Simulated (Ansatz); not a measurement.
**Electron–phonon scattering in Ir-Pd-Ir stack of (100) layers**

Aim: how strongly do electrons couple to phonons in Ir-Pd-Ir stack of (100) layers, and what resistivity does that give?

Main program and level: Ansatz 0.2.0; DFT PBE, scalar-relativistic, plane waves, PAW.

This is a report of a sequence of runs, with most program output left out.

In doubt: the program doubts the meshes or the phonons of the coupling sums (step 6), which bears on λ, Tc and transport values.

## (1) The structure

The cell holds 3 atoms: 2 Ir and 1 Pd. Its edges and angles: a = 2.751 Å, b = 2.751 Å, c = 14.890 Å, α = 90.0°, β = 90.0°, γ = 90.0°. Vacuum lies along c.

## (2) Relaxation

The structure is brought to rest under this functional.

The input, input.yaml:

```yaml
crystal:
  lattice:
    - [2.75065, 0.0, 0.0]
    - [0.0, 2.75065, 0.0]
    - [0.0, 0.0, 14.89]
  atoms:
    - { symbol: Ir, position: [0.0, 0.0, 0.36937542] }
    - { symbol: Pd, position: [0.5, 0.5, 0.5] }
    - { symbol: Ir, position: [0.0, 0.0, 0.63062458] }
  periodic: [true, true, false]
kpoints:
  mp_grid: { grid: [10, 10, 1] }
hamiltonian:
  xc: pbe
scf:
  occupations: { method: gaussian, width: 0.1 }
output:
  forces: true
  stress: true
  eigenvalues: true
  write_density: true
  write_potential: true
  elf: true
  volumetric_format: npy
relax:
  adjacent_minimum: "off"
  f_tol: 0.005
  max_steps: 80
  cell: { stress_2d_tol: 0.02 }
```

Command:

```bash
ansatz run input.yaml --threads 8 --pin off --max-ram 16384MiB --backend cpu --events-out ev --progress --plain --runs-dir out
```

Wall time 17 s (8 threads of Arm Neoverse V1, shared host); peak memory 0.77 GiB; 2 min of CPU time.

Step by step:

| step | energy less that of the first step (eV) | largest force component (eV/Å) | volume (Å³) |
| --- | --- | --- | --- |
| 1 | 0.0000 | 0.2971 | 238.94 |
| 2 | -0.2218 | 0.8373 | 216.16 |
| 3 | -0.2902 | 0.2068 | 218.99 |
| 4 | -0.3040 | 0.0119 | 216.68 |
| 5 | -0.3057 | 0.0056 | 215.19 |
| 6 | -0.3058 | 0.0011 | 215.09 |
| 7* | -0.3026 | 0.0016 | 215.09 |
| 8 | -0.3026 | 0.0000 | 215.15 |
| 9* | -0.3026 | 0.0000 | 215.15 |

Relaxation steps marked * repeat the geometry before them on a plane-wave basis chosen anew for their cell, so energy and pressure can jump there.

The run keeps the 16 symmetry operations that it works with, so distortions that break them were not tested.

| cell as run | before | after | change |
| --- | --- | --- | --- |
| a (Å) | 2.751 | 2.610 | -5.1 % |
| b (Å) | 2.751 | 2.610 | -5.1 % |

The atoms that moved most (Å, along periodic axes as changes of fractional coordinates times the final cell, across vacuum about the mean position):

| atom | dx | dy | dz | length |
| --- | --- | --- | --- | --- |
| Ir3 | 0.000 | 0.000 | 0.111 | 0.111 |
| Ir1 | 0.000 | 0.000 | -0.111 | 0.111 |

Final coordinates:

```xyz
3
Lattice="2.6101 0.0000 0.0000 0.0000 2.6101 0.0000 0.0000 0.0000 31.5800" Properties=species:S:1:pos:R:3
Ir    0.0000    0.0000    5.3892
Pd    1.3051    1.3051    7.4450
Ir    0.0000    0.0000    9.5008
```

Numbers from this step:

* metallic on mesh: yes
* gap on the k-mesh: 0 eV

Electrostatic potential energy in the ca plane at fractional y = 1.000, with atoms of Ir within 0.2 Å of it. With pseudopotentials it is smooth inside the atoms' cores, unlike the true potential.

Ten even steps from '0' (-73 eV) to '9' (0 eV), each cell a mean:
```
99999999999972001689999840004899999999999999
99999999999985224799999863136999999999999999
99999999999997667899999986678999999999999999
99999999999999888999899998889999999999999999
99999999999998778999999988789999999999999999
99999999999986435899999874347999999999999999
99999999999973002699999841015899999999999999
99999999999961001589999730004899999999999999
```
Columns run along c (16.0 Å, from fractional 0.00 to 0.51 of the cell; values clipped at the 3rd and 97th percentile), rows up along a (2.6 Å). Atoms in or near the plane, at fractional coordinates: Ir at (0.17, 0.00), Ir at (0.30, 0.00).

ELF in the ca plane at fractional y = 1.000, with atoms of Ir within 0.2 Å of it. It is the smooth field of the valence electrons, not physical close to the nuclei.

Ten even steps from '0' (0.00) to '9' (0.66), each cell a mean:
```
00000000012469989643223589898432100000000000
00000000012347997443223458985432100000000000
00000000012445554333223345654432000000000000
00000000012455544433223344555532000000000000
00000000012455544433223334555432000000000000
00000000012346785433223447875432100000000000
00000000012358999543223479997432100000000000
00000000012469769743223598598532100000000000
```
Columns run along c (16.0 Å, from fractional 0.00 to 0.51 of the cell), rows up along a (2.6 Å). Atoms in or near the plane, at fractional coordinates: Ir at (0.17, 0.00), Ir at (0.30, 0.00).

Valence density in the ca plane at fractional y = 1.000, with atoms of Ir within 0.2 Å of it. It is the smooth field of the valence electrons, not physical close to the nuclei.

Values in e/Å³, 5 rows by 16 columns, each cell a mean:
```
0.0 0.0 0.0 0.0 1.2 6.7 1.2 0.2 0.8 6.6 1.7 0.0 0.0 0.0 0.0 0.0
0.0 0.0 0.0 0.0 0.3 1.5 0.4 0.3 0.4 1.5 0.4 0.0 0.0 0.0 0.0 0.0
0.0 0.0 0.0 0.0 0.2 0.6 0.3 0.3 0.3 0.6 0.2 0.0 0.0 0.0 0.0 0.0
0.0 0.0 0.0 0.0 0.5 3.0 0.6 0.2 0.5 3.0 0.7 0.0 0.0 0.0 0.0 0.0
0.0 0.0 0.0 0.0 1.5 8.0 1.5 0.2 1.0 7.8 2.1 0.0 0.0 0.0 0.0 0.0
```
Columns run along c (16.0 Å, from fractional 0.00 to 0.51 of the cell), rows up along a (2.6 Å). Atoms in or near the plane, at fractional coordinates: Ir at (0.17, 0.00), Ir at (0.30, 0.00).

The relaxation ends with a largest force component of 2.0e-5 eV/Å.

## (3) Relaxing tightly for phonons

No force is left; the cell is relaxed once more with another smearing and tight thresholds.

input.yaml, the sections that differ from step 2:

```yaml
crystal:
  lattice:
    - [2.6101322348, 0.0, 0.0]
    - [0.0, 2.6101322348, 0.0]
    - [0.0, 0.0, 31.5799999848]
  atoms:
    - { symbol: Ir, position: [0.0, 0.0, 0.1706537093] }
    - { symbol: Pd, position: [0.5, 0.5, 0.2357504751] }
    - { symbol: Ir, position: [0.0, 0.0, 0.3008472409] }
  periodic: [true, true, false]
kpoints:
  mp_grid: { grid: [12, 12, 1] }
scf:
  occupations: { method: methfessel_paxton, width: 0.2 }
relax:
  adjacent_minimum: "off"
  f_tol: 0.001
  max_steps: 60
  cell: { stress_2d_tol: 0.002 }
# hamiltonian, output: as in step 2
```

The job ended after 18 s (8 threads; peak memory 0.79 GiB).

Step by step:

| step | energy less that of the first step (eV) | largest force component (eV/Å) | volume (Å³) |
| --- | --- | --- | --- |
| 1 | 0.0000 | 0.0373 | 215.15 |
| 2 | -0.0010 | 0.0056 | 216.06 |
| 3 | -0.0010 | 0.0070 | 216.46 |
| 4 | -0.0010 | 0.0074 | 216.39 |
| 5 | -0.0010 | 0.0001 | 216.38 |
| 6 | -0.0011 | 0.0001 | 216.38 |
| 7 | -0.0011 | 0.0000 | 216.38 |
| 8 | -0.0011 | 0.0000 | 216.38 |

The log counts 2 steps on a newly chosen plane-wave basis, not all of them marked here; energy and pressure can jump at such steps.

| cell as run | before | after | change |
| --- | --- | --- | --- |
| a (Å) | 2.610 | 2.618 | +0.3 % |
| b (Å) | 2.610 | 2.618 | +0.3 % |

The atoms that moved most (Å, along periodic axes as changes of fractional coordinates times the final cell, across vacuum about the mean position):

| atom | dx | dy | dz | length |
| --- | --- | --- | --- | --- |
| Ir1 | 0.000 | 0.000 | 0.016 | 0.016 |
| Ir3 | 0.000 | 0.000 | -0.016 | 0.016 |

The relaxed structure:

```xyz
3
Lattice="2.6176 0.0000 0.0000 0.0000 2.6176 0.0000 0.0000 0.0000 31.5800" Properties=species:S:1:pos:R:3
Ir    0.0000    0.0000    5.4053
Pd    1.3088    1.3088    7.4450
Ir    0.0000    0.0000    9.4847
```

Electrostatic potential energy in the ca plane at fractional y = 1.000, with atoms of Ir within 0.2 Å of it. With pseudopotentials it is smooth inside the atoms' cores, unlike the true potential.

Ten even steps from '0' (-73 eV) to '9' (0 eV), each cell a mean:
```
99999999999972001689999730005899999999999999
99999999999985224799999862137999999999999999
99999999999998667899999986678999999999999999
99999999999999888999899998889999999999999999
99999999999998778999999988789999999999999999
99999999999986435899999874357999999999999999
99999999999973002699999841015899999999999999
99999999999962000589999730004899999999999999
```
Columns run along c (16.0 Å, from fractional 0.00 to 0.51 of the cell; values clipped at the 3rd and 97th percentile), rows up along a (2.6 Å). Atoms in or near the plane, at fractional coordinates: Ir at (0.17, 0.00), Ir at (0.30, 0.00).

ELF in the ca plane at fractional y = 1.000, with atoms of Ir within 0.2 Å of it. It is the smooth field of the valence electrons, not physical close to the nuclei.

Values, 5 rows by 16 columns, each cell a mean:
```
0.00 0.00 0.01 0.12 0.39 0.62 0.38 0.17 0.34 0.61 0.43 0.14 0.02 0.00 0.00 0.00
0.00 0.00 0.01 0.11 0.30 0.41 0.26 0.19 0.25 0.40 0.31 0.13 0.01 0.00 0.00 0.00
0.00 0.00 0.01 0.11 0.34 0.33 0.25 0.20 0.25 0.32 0.35 0.13 0.01 0.00 0.00 0.00
0.00 0.00 0.01 0.11 0.30 0.52 0.29 0.19 0.27 0.51 0.33 0.13 0.02 0.00 0.00 0.00
0.00 0.00 0.01 0.13 0.43 0.57 0.42 0.16 0.37 0.57 0.47 0.15 0.02 0.00 0.00 0.00
```
Columns run along c (16.0 Å, from fractional 0.00 to 0.51 of the cell), rows up along a (2.6 Å). Atoms in or near the plane, at fractional coordinates: Ir at (0.17, 0.00), Ir at (0.30, 0.00).

Valence density in the ca plane at fractional y = 1.000, with atoms of Ir within 0.2 Å of it. It is the smooth field of the valence electrons, not physical close to the nuclei.

Values in e/Å³, 5 rows by 16 columns, each cell a mean:
```
0.0 0.0 0.0 0.0 1.1 6.7 1.2 0.2 0.9 6.6 1.6 0.0 0.0 0.0 0.0 0.0
0.0 0.0 0.0 0.0 0.3 1.5 0.4 0.3 0.4 1.5 0.4 0.0 0.0 0.0 0.0 0.0
0.0 0.0 0.0 0.0 0.2 0.6 0.3 0.3 0.3 0.6 0.2 0.0 0.0 0.0 0.0 0.0
0.0 0.0 0.0 0.0 0.5 3.0 0.6 0.2 0.5 3.0 0.7 0.0 0.0 0.0 0.0 0.0
0.0 0.0 0.0 0.0 1.4 8.0 1.6 0.2 1.1 7.9 2.0 0.0 0.0 0.0 0.0 0.0
```
Columns run along c (16.0 Å, from fractional 0.00 to 0.51 of the cell), rows up along a (2.6 Å). Atoms in or near the plane, at fractional coordinates: Ir at (0.17, 0.00), Ir at (0.30, 0.00).

## (4) Phonons: q 2×2×1, k 6×6×1

Before any scattering is computed, the phonons show whether the structure is a minimum.

The input, input.yaml:

```yaml
crystal:
  lattice:
    - [2.617565938, 0.0, 0.0]
    - [0.0, 2.617565938, 0.0]
    - [0.0, 0.0, 31.5799999848]
  atoms:
    - { symbol: Ir, position: [0.0, 0.0, 0.1711608071] }
    - { symbol: Pd, position: [0.5, 0.5, 0.2357504751] }
    - { symbol: Ir, position: [0.0, 0.0, 0.3003401431] }
  periodic: [true, true, false]
kpoints:
  mp_grid: { grid: [6, 6, 1] }
hamiltonian:
  xc: pbe
scf:
  occupations: { method: methfessel_paxton, width: 0.2 }
output:
  eigenvalues: true
phonons:
  method: dfpt
  qmesh: [2, 2, 1]
  temperatures: { t_max: 1000, t_step: 50 }
  qpath:
    path: [[0.0, 0.0, 0.0], [0.0, 0.5, 0.0], [0.5, 0.5, 0.0], [0.0, 0.0, 0.0]]
    npoints: 10
```

Wall time 48 s (8 threads); peak memory 1.1 GiB.

This step gave:

```yaml
share_of_imaginary_modes_in_the_plain_interpolation_between_solved_wavevectors: 0.2439
highest_frequency_solved_or_plainly_interpolated: 278.8 cm⁻¹
```

Solved on the 2×2×1 mesh alone; all other wavevectors are interpolated. Phonon branches along the path, in cm⁻¹:

| point | branch 1 | branch 2 | branch 3 | branch 4 | branch 5 | branch 6 | branch 7 | branch 8 | branch 9 |
| --- | --- | --- | --- | --- | --- | --- | --- | --- | --- |
| Γ | 0 | 0 | 0 | 59 | 59 | 107 | 139 | 139 | 181 |
| halfway | -51 | -40 | -36 | 68 | 85 | 107 | 132 | 182 | 218 |
| X | -82 | -55 | -42 | 39 | 110 | 110 | 126 | 185 | 279 |
| halfway | -85 | -70 | 49 | 50 | 100 | 157 | 163 | 201 | 267 |
| M | -88 | -88 | 59 | 89 | 89 | 137 | 193 | 254 | 254 |
| halfway | -76 | -33 | 50 | 68 | 72 | 132 | 172 | 209 | 211 |
| Γ | 0 | 0 | 0 | 59 | 59 | 107 | 139 | 139 | 181 |

Lowest modes at the softest wavevector of the mesh. The modes at q = (0.500, 0.500, 0.000) (shares of kinetic energy by element, %) (negative means imaginary):

| mode | frequency (cm⁻¹) | Ir % | Pd % |
| --- | --- | --- | --- |
| 1 | -88.4 | 100 | 0 |
| 2 | -88.4 | 100 | 0 |
| 3 | 58.6 | 100 | 0 |
| 4 | 88.8 | 100 | 0 |
| 5 | 88.8 | 100 | 0 |
| 6 | 137.3 | 0 | 100 |

Displacements in mode 2 (-88.4 cm⁻¹), the largest set to 1, in the home cell:
```
Ir1  1.00 -0.56  0.00
Pd2  0.00  0.00  0.00
Ir3 -1.00  0.56  0.00
```

Displacements in mode 6 (137.3 cm⁻¹), the largest set to 1, in the home cell:
```
Ir1  0.00  0.00  0.00
Pd2  0.00  0.00 -1.00
Ir3  0.00  0.00  0.00
```

Among the solved wavevectors the lowest mode, translations apart, is -88.4 cm⁻¹, imaginary.

## (5) Phonons: q 3×3×1, k 9×9×1

An imaginary mode on so few k-points may come from the sampling, so the phonons are repeated with another q and k mesh.

Edit input.yaml of step 4 so:

```diff
@@ -11,3 +11,3 @@
 kpoints:
-  mp_grid: { grid: [6, 6, 1] }
+  mp_grid: { grid: [9, 9, 1] }
 hamiltonian:
@@ -20,3 +20,3 @@
   method: dfpt
-  qmesh: [2, 2, 1]
+  qmesh: [3, 3, 1]
   temperatures: { t_max: 1000, t_step: 50 }
```

The job ended after 2 min (8 threads; peak memory 1.7 GiB).

This step gave:

```yaml
zero_point_energy: 0.06287 eV/cell
share_of_imaginary_modes_in_the_plain_interpolation_between_solved_wavevectors: 0.0091
highest_frequency_solved_or_plainly_interpolated: 281 cm⁻¹
```

Solved on the 3×3×1 mesh alone; all other wavevectors are interpolated. Phonon branches along the path, in cm⁻¹:

| point | branch 1 | branch 2 | branch 3 | branch 4 | branch 5 | branch 6 | branch 7 | branch 8 | branch 9 |
| --- | --- | --- | --- | --- | --- | --- | --- | --- | --- |
| Γ | 0 | 0 | 0 | 56 | 56 | 90 | 145 | 145 | 186 |
| halfway | 32 | 33 | 40 | 59 | 80 | 109 | 131 | 184 | 220 |
| X | -24 | 9 | 44 | 72 | 86 | 117 | 134 | 185 | 281 |
| halfway | 54 | 54 | 79 | 82 | 104 | 121 | 171 | 207 | 274 |
| M | 72 | 93 | 93 | 109 | 109 | 112 | 148 | 268 | 268 |
| halfway | 42 | 53 | 71 | 80 | 86 | 113 | 177 | 212 | 214 |
| Γ | 0 | 0 | 0 | 56 | 56 | 90 | 145 | 145 | 186 |

Lowest modes at the softest wavevector of the mesh. Modes at q = (0.000, 0.333, 0.000), with each element's share of the kinetic energy:

| mode | frequency (cm⁻¹) | Ir % | Pd % |
| --- | --- | --- | --- |
| 1 | 16.3 | 77 | 23 |
| 2 | 29.1 | 100 | 0 |
| 3 | 39.7 | 93 | 7 |
| 4 | 66.7 | 97 | 3 |
| 5 | 83.9 | 98 | 2 |
| 6 | 122.1 | 100 | 0 |

Displacements in mode 1 (16.3 cm⁻¹), the largest set to 1, in the home cell (x, y, z of the real part, then of the imaginary part):
```
Ir1  0.00  0.96  0.01  0.00  0.17 -0.05
Pd2  0.00  0.00  0.94  0.00  0.00 -0.34
Ir3  0.00 -0.96  0.01  0.00 -0.17 -0.05
```

Displacements in mode 3 (39.7 cm⁻¹), the largest set to 1, in the home cell (x, y, z of the real part, then of the imaginary part):
```
Ir1  1.00  0.00  0.00 -0.07  0.00  0.00
Pd2  0.30  0.00  0.00  0.45  0.00  0.00
Ir3  1.00  0.00  0.00 -0.07  0.00  0.00
```

Among the solved wavevectors the lowest mode, translations apart, is 16.3 cm⁻¹, so these are real on this k mesh. This mesh lacks the wavevector at which the coarser one was unstable.

## (6) Resistivity: q 3×3×1, k 9×9×1, scattering 12×12×1

Phonons, couplings and the Boltzmann equation in one run.

Edit input.yaml of step 5 so:

```diff
@@ -25 +25,4 @@
     npoints: 10
+  electrical_resistivity:
+    mesh: [12, 12, 1]
+    temperatures: [20.0, 50.0, 77.0, 100.0, 150.0, 200.0, 300.0, 400.0, 600.0, 800.0]
```

The job ended after 2.7 min (8 threads; peak memory 3.2 GiB).

This step gave:

* cell height: 31.58 Å
* sheet resistance 300K: 121.4 Ω/square, mean in the plane
* resistivity at 300 K: 38.33 μΩ cm, mean of the axes, of the whole cell with its vacuum
* coupling constant λ: 0.7163
* density of states at the Fermi level: 2.03 states/eV a spin and cell
* log mean phonon energy ħω_log: 10.88 meV
* transport coupling constant λ_tr: 0.8772, 0.8772, 0 (xx, yy, zz)
* Drude plasma energy: 4.639, 4.639, 0 eV (xx, yy, zz), of the whole cell with its vacuum
* second-moment phonon energy ħω₂: 12.54 meV, from the broadened α²F curve

The Eliashberg function α²F has structure finer than the step of the table below, so its rows give means over 1 meV, whole bins alone (the curve runs from 0.139 to 35.4 meV). Peaks (meV: height): α²F 6.2: 0.450, 8.7: 0.352, 12.1: 0.737, 13.2: 0.784, 15.4: 0.522, 15.9: 0.439, 23.4: 0.132; α²F tr 6.2: 0.607, 8.7: 0.473, 12.3: 0.859, 13.2: 0.865, 15.1: 0.868, 15.9: 0.459, 23.4: 0.139.

Table of Eliashberg function α²F by phonon energy; means over each step:

| phonon energy (meV) | α²F | α²F tr |
| --- | --- | --- |
| 1 | 1.3e-4 | 7.8e-5 |
| 2 | 0.00108 | 5.0e-4 |
| 3 | 0.00307 | 0.00167 |
| 4 | 0.00588 | 0.00377 |
| 5 | 0.0241 | 0.0207 |
| 6 | 0.189 | 0.238 |
| 7 | 0.128 | 0.163 |
| 8 | 0.191 | 0.269 |
| 9 | 0.284 | 0.382 |
| 10 | 0.291 | 0.357 |
| 11 | 0.422 | 0.529 |
| 12 | 0.570 | 0.709 |
| 13 | 0.655 | 0.769 |
| 14 | 0.260 | 0.263 |
| 15 | 0.294 | 0.433 |
| 16 | 0.289 | 0.291 |
| 17 | 0.0401 | 0.0278 |
| 18 | 0.0265 | 0.0227 |
| 19 | 0.0220 | 0.0209 |
| 20 | 0.0306 | 0.0331 |
| 21 | 0.0419 | 0.0494 |
| 22 | 0.0690 | 0.0837 |
| 23 | 0.0833 | 0.0864 |
| 24 | 0.0512 | 0.0614 |
| 25 | 0.0153 | 0.0206 |
| 26 | 0.0150 | 0.0232 |
| 27 | 0.0130 | 0.0209 |
| 28 | 0.0130 | 0.0208 |
| 29 | 0.0142 | 0.0232 |
| 30 | 0.0181 | 0.0301 |
| 31 | 0.0227 | 0.0369 |
| 32 | 0.0233 | 0.0332 |
| 33 | 0.0424 | 0.0402 |
| 34 | 0.0312 | 0.0222 |

Of the whole cell with its vacuum, so only the sheet resistance is a property of the layer; the means are those of the plane. Resistivity, by row:

| T (K) | ρ_xx (μΩ cm) | ρ_yy | ρ_zz | ρ by Ziman's lowest order, mean | ρ by relaxation times, mean | within 2 % of the coarser mesh |
| --- | --- | --- | --- | --- | --- | --- |
| 20 | 0.1809 | 0.1809 | - | 0.3873 | 0.1929 | no |
| 50 | 3.451 | 3.451 | - | 4.734 | 3.681 | no |
| 77 | 7.579 | 7.579 | - | 9.663 | 8.194 | no |
| 100 | 11.04 | 11.04 | - | 13.79 | 11.98 | no |
| 150 | 18.19 | 18.19 | - | 22.43 | 19.79 | no |
| 200 | 25.04 | 25.04 | - | 30.81 | 27.26 | no |
| 300 | 38.33 | 38.33 | - | 47.18 | 41.76 | no |
| 400 | 51.33 | 51.33 | - | 63.29 | 55.95 | no |
| 600 | 77.01 | 77.01 | - | 95.24 | 84.01 | no |
| 800 | 102.9 | 102.9 | - | 127.4 | 112.3 | no |

The run reports squared frequencies that differ by up to 90 % between the solve mesh and the fine mesh. The program warns of modes at or below zero frequency in the interpolation and leaves them out of its thermodynamic sums. Some states were left unconverged by the eigensolver. By its own test the run is not converged in the mesh. λ = 0.716 and 121 Ω per square at 300 K. The run's own test puts 29 % between its two finest meshes on the component of the resistivity at 300 K that moves most, so it is not converged. A coarser mesh gave an imaginary mode at a wavevector that this mesh lacks.

## (7) Electron–phonon run: q 4×4×1, k 12×12×1, scattering 16×16×1

The next rung changes the q mesh, which sets the reach of the force constants and couplings; the k mesh of the density and its response; the scattering mesh, which samples the Fermi surface.

input.yaml, the sections that differ from step 6:

```yaml
kpoints:
  mp_grid: { grid: [12, 12, 1] }
phonons:
  method: dfpt
  qmesh: [4, 4, 1]
  temperatures: { t_max: 1000, t_step: 50 }
  qpath:
    path: [[0.0, 0.0, 0.0], [0.0, 0.5, 0.0], [0.5, 0.5, 0.0], [0.0, 0.0, 0.0]]
    npoints: 10
  electrical_resistivity:
    mesh: [16, 16, 1]
    temperatures: [20.0, 50.0, 77.0, 100.0, 150.0, 200.0, 300.0, 400.0, 600.0, 800.0]
# crystal, hamiltonian, scf, output: as in step 6
```

Run time: 7.4 min. Hardware: 8 threads; peak memory 2.8 GiB; 56 min of CPU time.

Numbers from this step:

```
zero point energy                                                              : 0.07093 eV/cell
share of imaginary modes in the plain interpolation between solved wavevectors : 0
highest frequency, solved or plainly interpolated                              : 287 cm⁻¹
sheet resistance 300K                                                          : 148.1 Ω/square, mean in the plane
resistivity at 300 K                                                           : 46.78 μΩ cm, mean of the axes, of the whole cell with its vacuum
coupling constant λ                                                            : 0.5873
density of states at the Fermi level                                           : 2.032 states/eV a spin and cell
log mean phonon energy ħω_log                                                  : 10.52 meV
transport coupling constant λ_tr                                               : 0.6255, 0.6255, 0 (xx, yy, zz)
Drude plasma energy                                                            : 3.682, 3.682, 0 eV (xx, yy, zz), of the whole cell with its vacuum
second-moment phonon energy ħω₂                                                : 12.41 meV, from the broadened α²F curve
```

The run reports squared frequencies that differ by up to 68 % between the solve mesh and the fine mesh. Some states were left unconverged by the eigensolver. By its own test the run is not converged in the mesh. λ = 0.587 and 148 Ω per square at 300 K, against 0.716 and 121 in the run with q 3×3×1, k 9×9×1, scattering 12×12×1 (-18.0 % and +22.0 %). N(E_F) moves by +0.1 % and the coupling-weighted phonon energy by -1.0 %; λ goes as N/ω², which would give +2.2 % if the matrix elements stayed. The run's own test puts 12 % between its two finest meshes on the component of the resistivity at 300 K that moves most.

(Continued in part 2 of 2.)

[Logs are printed without paths, hosts, clocks, repeated set-up lines and the standing remarks that a program may print on its own settings, such as how far it seeks lower states.]

[Hosts, paths, dates, database ids (printed as entryN), source tags and the programs' standing remarks are cut or masked in the printed files.]
